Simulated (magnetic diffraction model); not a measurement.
**Be4Al4Fe2Cu below its ordering temperature**

Space group C2/m (no. 12), a = 7.5530 Å, b = 4.3770 Å, c = 7.8210 Å, β = 105.06°.

```
site  atom       x    y       z
  2a    Cu       0    0       0
  4i    Fe  0.7772    0  0.7493
  4i    Al  0.0871    0  0.6985
  4i    Al  0.5611    0  0.1962
  4f    Be     1/4  1/4     1/2
  4e    Be     1/4  3/4       0
```

This is a made-up structure (elements placed in a structure type, unrelaxed), so the numbers test the method and describe no known phase.

Only Fe is taken to order (form factors of Fe2+); orders and moment sizes are assumed, and not adapted to the symmetry. Radiation: neutrons of λ = 1.8 Å, 3° to 50°; isotropic B of 0.39 Å² (Cu), 0.45 Å² (Fe), 0.61 Å² (Al) and 0.92 Å² (Be). Simulated constant-wavelength pattern: nuclear and magnetic terms add, the magnetic one as |2.695 fm × Σ f S⊥ exp(2πi Q·r) exp(−B s²)|², summed over all Q at one angle with the factor 1/(sin²θ cos θ). For collinear order S is the moment m, which repeats by lattice and centring translations R with the sign exp(−2πi k·R). Free-ion form factors, Sears's scattering lengths of 1992, no absorption; a label names one of the reflections at its angle. The strongest nuclear line in the range is 100, and lines under 0.2 are left out.

Above the ordering temperature:

```tsv
2θ (°)	index	I
13.69	(0 0 1)	23.5
27.58	(0 0 2)	7.8
27.75	(1 1 0)	21.3
28.32	(2 0 -1)	17.1
28.58	(2 0 0)	100.0
29.32	(1 1 -1)	48.2
32.72	(1 1 1)	11.8
34.34	(2 0 -2)	1.6
34.99	(2 0 1)	0.7
36.68	(1 1 -2)	3.1
41.89	(0 0 3)	2.8
42.20	(1 1 2)	1.7
45.30	(2 0 2)	12.5
47.53	(1 1 -3)	0.5
48.57	(0 2 0)	3.4
48.79	(3 1 -1)	32.5
```

Below it (cell unchanged):

```csv
2θ (°),I
6.83,6.6
13.69,23.5
20.59,0.6
27.58,7.8
27.58,1.5
27.68,11.2
27.75,21.3
28.32,17.1
28.58,100.0
29.32,48.2
29.51,4.8
30.67,3.2
31.15,5.0
32.43,2.3
32.72,11.8
34.34,1.6
34.99,0.7
36.68,3.1
37.05,3.7
39.79,0.5
41.78,1.3
41.89,2.8
42.20,1.7
45.30,12.5
47.53,0.5
47.99,0.6
48.57,3.4
48.79,32.5
48.91,3.0
49.11,1.6
```

**Question.** Find the propagation vector, then choose among these models:
A. collinear moments along [010], 2.1 μB on Fe; signs + at (0.7772, 0, 0.7493), + at (0.2228, 0, 0.2507)
B. collinear moments along [001], 2.1 μB on Fe; signs + at (0.7772, 0, 0.7493), − at (0.2228, 0, 0.2507)
C. collinear moments along [001], 2.1 μB on Fe; signs + at (0.7772, 0, 0.7493), + at (0.2228, 0, 0.2507)
D. collinear moments along [010], 2.1 μB on Fe; signs + at (0.7772, 0, 0.7493), − at (0.2228, 0, 0.2507)

The new lines index as (0 0 1/2) at 6.83°, (0 0 3/2) at 20.59°, (2 0 -1/2) at 27.58° and (1 1 -1/2) at 27.68°, that is as H ± k with k = (0 0 1/2). Half indices mean that the moments reverse under translations with k·R a half-integer, and the magnetic cell has twice the primitive volume.

Magnetic intensity, observed (below minus above) and for each model:

| 2θ (°) | index | observed | A | B | C | D |
| --- | --- | --- | --- | --- | --- | --- |
| 6.83 | (0 0 1/2) | 6.6 | 98.6 | 6.6 | 6.7 | 97.7 |
| 20.59 | (0 0 3/2) | 0.6 | 9.1 | 0.6 | 0.6 | 9.3 |
| 27.58 | (2 0 -1/2) | 1.5 | 7.3 | 1.5 | 6.9 | 1.6 |
| 27.68 | (1 1 -1/2) | 11.2 | 1.5 | 11.2 | 5.5 | 3.1 |
| 29.51 | (1 1 1/2) | 4.8 | 3.5 | 4.8 | 9.5 | 1.8 |
| 30.67 | (2 0 -3/2) | 3.2 | 1.2 | 3.2 | 0.7 | 5.6 |
| 31.15 | (2 0 1/2) | 5.0 | 1.2 | 5.0 | 1.1 | 5.3 |
| 32.43 | (1 1 -3/2) | 2.3 | 3.6 | 2.3 | 4.8 | 1.7 |

Model B matches.

The structure used: k = (0 0 1/2), collinear moments along [001], 2.1 μB on Fe; signs + at (0.7772, 0, 0.7493), − at (0.2228, 0, 0.2507).

[Logs are printed without paths, hosts, clocks, repeated set-up lines and the standing remarks that a program may print on its own settings, such as how far it seeks lower states.]
